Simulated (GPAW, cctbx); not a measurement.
# Zn2Fe: deformation density and structure factors from DFT

Aim: compute the bonding part of the density of Zn2Fe, find which reflections carry it, and see how it biases an ordinary refinement.

The start was made by putting kin elements into a known structure type; the compound need not exist, or be stable, in this form. All numbers below are calculated.

**1. Find the equilibrium geometry**

The density hangs on the geometry, so cell and atoms are relaxed first, with the symmetry held. The cutoff is set higher than for the density because stress converges slowly with plane waves.

Settings: GPAW 26.7.0, PBE, 570 eV, 6×6×6 k-points, Fermi–Dirac width 0.1 eV, spin-polarised, BFGS to 0.03 eV/Å.

```text
cell
1.0
     0.000000000    2.618000000    2.618000000
     2.618000000    0.000000000    2.618000000
     2.618000000    2.618000000    0.000000000
Zn Fe
2 1
Direct
0.250000000 0.250000000 0.250000000
0.750000000 0.750000000 0.750000000
0.000000000 0.000000000 0.000000000
```

```console
$ OMP_NUM_THREADS=1 mpirun -n 4 gpaw python run.py > gpaw.log
```

```text
BFGS:    0       -8.765596        3.545610
BFGS:    1       -9.243036        2.748371
BFGS:    2      -10.079017        1.032068
BFGS:    3      -10.242946        0.195626
BFGS:    4      -10.250149        0.021944
cell  4.1081 4.1081 4.1081  60.00 60.00 60.00
volume 49.025 A^3, largest force 0.000 eV/A, largest stress 0.22 GPa
```

The cell moved far, while the k-mesh and basis were chosen for the start, so the final shape may be somewhat biased.

After 4 steps the volume has changed by +36.6 % and the energy by -1.485 eV; the largest stress left is 0.22 GPa. It took 40 s on 4 cores of Arm Neoverse V2 (shared host), peak memory 0.9 GiB.

Relaxed structure: Fm-3m (no. 225), a = 5.8098 Å, b = 5.8098 Å, c = 5.8098 Å, α = 90.00°, β = 90.00°, γ = 90.00°.

| atom | mult. | x | y | z |
| --- | --- | --- | --- | --- |
| Zn1 | 8 | 1/4 | 3/4 | 3/4 |
| Fe1 | 4 | 0 | 0 | 0 |

**2. The all-electron density**

X-rays see the whole electron density, so the PAW density is rebuilt with its core regions. Subtracting spherical free atoms from the same code cancels the cores and leaves the deformation density Δρ, the part due to bonding.

Settings: PBE, 450 eV, 7×7×7 k-points, Fermi–Dirac width 0.1 eV, spin-polarised; primitive cell of 3 atoms.

```console
$ OMP_NUM_THREADS=1 mpirun -n 4 gpaw python run.py > gpaw.log
```

```text
|iter:   1|       0s |  -11.556437 | +0.14 |       |  +3.0035|
|iter:   2|       1s |  -10.477424 | -1.52 | -0.89 |  +2.9341|
|iter:   3|       1s |  -10.088598 | -1.81 | -1.11 |  +2.8301|
...
|iter:  11|       6s |  -10.124654c| -6.42 | -3.58 |  +2.2432|
|iter:  12|       7s |  -10.124715c| -6.12 | -3.84 |  +2.2478|
|iter:  13|       7s |  -10.124713c| -7.60c| -4.66c|  +2.2481|
```

```text
grid (42, 42, 42)  electrons 86.000  moved by bonding 0.559 e
deformation density beyond 0.5 A of the nuclei: max 0.245, min -0.224 e/A^3
atom        x       y       z   Voronoi charge  moment
Zn1    0.2500  0.2500  0.2500      0.115      -0.06
Zn2    0.7500  0.7500  0.7500      0.115      -0.06
Fe3    0.0000  0.0000  0.0000     -0.229       2.31
mean inner potential of superposed free atoms 18.047 V
total magnetic moment 2.248 muB
```

Deformation density in a plane through the shortest contact of the Zn atom at the origin, in 0.01 e/Å³ (clipped at ±99); x from -1.6 to 4.1 Å, y from 2.4 down to -2.4 Å:

```text
 10   .   .   .  10   5   1  -6   .   .  -7  -5  -1  -1  -1  -1
  1 -20   .  17   4   3   1  -5   .   .  -6  -3  -1   0  -1  -1
 -3  -5   5   7   3   3   2  -1  -4  -3  -1   1   0   0   0  -1
 -1   0   3   4   3   2   2   2   2   3   4   2  -1  -1   0   0
  0   1   1  -1  -3  -3   0   2   3   4   7   2  -5  -2   1   0
  0  -1  -3  -6   .  -5  -4   2   3   5  24   . -12   1   3   0
 -1  -2  -6  -7   .   .  -5   3   5  14   .   .  38   8   4   0
  0  -1  -4  -6   .  -7  -4   2   2  -1 -27   .  12   4   3   0
  0   1   1  -3  -5  -5  -2   1   0  -3  -4   6   6   3   3   2
 -1   1   2   1  -1  -1  -1   0   0  -1   0   3   4   3   2   2
 -5  -3   0   1   0  -1  -1   0   0   0   1   1  -2  -4  -3   0
  .  -6  -4  -1   0  -1  -1  -1  -1   0  -1  -4  -6   .  -5  -3
  .  -7  -5  -2  -1  -1  -1  -1  -1  -1  -2  -6   .   .   .  -3
```

Atoms in or within 0.15 Å of the plane: Zn (3.4, -2.4), Zn (0.0, 0.0), Zn (1.7, 2.4), Fe (2.5, 0.0), Fe (-0.8, 2.4) Å. Dots mark points within about 0.45 Å of a nucleus; large values next to them are atomic features.

Fe gains most (-0.23 e) and Zn loses most (+0.12 e), as electronegativity suggests. Along the shortest contact from the Zn atom at the map's origin, Zn–Fe at 2.52 Å, Δρ is +0.04 e/Å³ at the midpoint; the highest value on the line, +0.33, lies at the edge of the range, 0.5 Å from Fe, and is an atomic rather than a bond feature: little piles up between the atoms. At the midpoints of other shortest contacts it is +0.02 (Zn–Zn, 2.90 Å) e/Å³. Point values carry grid noise of about 0.01 e/Å³. The cell's moment is 2.25 μB; the largest inside an atomic sphere is 2.31 μB. The run needed 13 iterations, 12 s.

**3. Structure factors**

The Fourier components of Δρ, added to those of the free atoms, give the static X-ray structure factors; the Mott–Bethe relation turns them into the Fourier components V of the potential that fast electrons feel.

```text
static structure factors of the conventional cell: F in electrons, V (Mott-Bethe) in volts
   h  k  l      d  |F| table  |F| free   |F| DFT   change   |V| free  |V| DFT  change %
   1  1  1  3.3543    87.432    87.377    88.097    0.720     4.371    4.182     -4.3
   0  2  0  2.9049   118.277   118.189   117.066   -1.123     3.513    3.734      6.3
   0  2  2  2.0541   256.076   254.650   254.068   -0.581     8.811    8.869      0.7
   1  3  1  1.7517    68.818    68.446    68.299   -0.147     2.550    2.561      0.4
   2  2  2  1.6771    99.149    98.380    97.718   -0.662     2.473    2.517      1.8
   0  4  0  1.4525   215.324   214.198   213.913   -0.284     6.400    6.414      0.2
   1  3  3  1.3329    58.055    57.919    58.196    0.277     1.913    1.902     -0.6
   0  4  2  1.2991    86.128    85.572    85.693    0.121     1.989    1.984     -0.2
   2  4  2  1.1859   187.168   186.653   186.877    0.225     5.172    5.165     -0.1
   3  3  3  1.1181    50.671    50.657    50.830    0.173     1.559    1.554     -0.3
   1  5  1  1.1181    50.671    50.657    50.441   -0.216     1.559    1.565      0.4
   0  4  4  1.0270   166.368   166.200   166.381    0.181     4.384    4.379     -0.1
   1  5  3  0.9820    45.297    45.355    45.332   -0.023     1.322    1.322      0.0
   0  6  0  0.9683    68.430    68.244    68.688    0.444     1.485    1.475     -0.7
```

The largest X-ray change is -1.12 e on 020, 1.0 % of |F|. For electrons V goes as (Z − F)/g², so a change of F counts against Z − F, which is small at low angle and wherever the atoms' terms cancel: |V| of 020 moves by +6.3 % (3.51 to 3.73 V) against -1.0 % in |F|. The last three rows still change by up to 0.44 e, so the effect has not died out in this range. The tabulated Hartree–Fock atoms differ from the free DFT atoms by up to 1.43 e, so the choice of reference atom matters too.

**4. The functional ladder**

The same geometry is run with other functionals, to see whether the bonding signal is larger than the spread between approximations. Free atoms are LDA for LDA and PBE otherwise. Any other changed setting is in the row's label.

```csv
run,ΔF 020 (e),ΔF 111 (e),ΔF 222 (e),q(Fe) (e),moved (e),time
PBE,-1.123,+0.720,-0.662,-0.229,0.559,12 s
LDA,-1.169,+0.744,-0.594,-0.244,0.474,11 s
revPBE,-1.120,+0.715,-0.657,-0.227,0.572,12 s
```

At the base's settings ΔF(020) spans -1.169 to -1.120 e, a spread of 4 % of the PBE value; over the three listed reflections the spread is at most 10 %, so sign and size hold across the functionals. Times are from shared hosts.

**5. What a spherical-atom refinement makes of it**

Routine crystallography fits spherical atoms. To see the bias, intensities are simulated from tabulated atoms plus the DFT change ΔF, so that bonding alone can misfit (3142 reflections of the full sphere, merged to the counts below, to 0.4 Å, 0.5 % proportional noise plus counting noise, assumed isotropic U as listed, Δρ smeared by the mean U) and refined with cctbx over different ranges.

| range | data | R1 | GooF | U Zn1 (true 0.009) | U Fe1 (true 0.0095) | largest shift (Å) | Δρ max, min (e/Å³) |
| --- | --- | --- | --- | --- | --- | --- | --- |
| all data | 111 | 0.0033 | 1.31 | 0.0090 | 0.0095 | 0.0000 | 0.27, -0.25 |
| low resolution, d > 0.84 | 18 | 0.0026 | 1.92 | 0.0088 | 0.0093 | 0.0000 | 0.10, -0.05 |
| high order, d < 0.75 | 86 | 0.0041 | 1.16 | 0.0090 | 0.0095 | 0.0000 | 0.19, -0.31 |
| occupancies free, d > 0.7 | 29 | 0.0023 | 1.60 | 0.0089 | 0.0097 | 0.0000 | 0.10, -0.09 |

With all data GooF is 1.31, so the misfit of spherical atoms stands above the noise; the top residual peak lies 0.00 Å from Fe and 2.52 Å from Zn, on the atom. No U is off by more than 3 s.u. at low resolution. Symmetry fixes every coordinate, so the shifts are zero by construction. With Zn1 held at 1 and the scale free, the other occupancies refine to Fe1 1.006(0.002), on sites that are all full: they absorb part of the misfit, and only ratios to the fixed site mean anything.

**6. Answer**

Bonding moves 0.56 e in the primitive cell of Zn2Fe and changes the structure factors of the conventional cell in the table above by at most 1.12 e (020, 1.0 %). The shortest bond, Zn–Fe, has Δρ = +0.04 e/Å³ at its midpoint. At the base's settings ΔF(020) spans -1.169 to -1.120 e, a spread of 4 % of the PBE value; over the three listed reflections the spread is at most 10 %, so sign and size hold across the functionals. With all data GooF is 1.31, so the misfit of spherical atoms stands above the noise. Limits: static density, frozen cores, no spin–orbit coupling; a ferromagnetic start is the only order tried, and the real ground state may be antiferromagnetic or insulating.

[Outputs are excerpts: Python notices, other lines and further rows are left out; steps that failed or that the build refused (PBEsol, TPSS) are not shown.]

[Logs are printed without paths, hosts, clocks, repeated set-up lines and the standing remarks that a program may print on its own settings, such as how far it seeks lower states.]
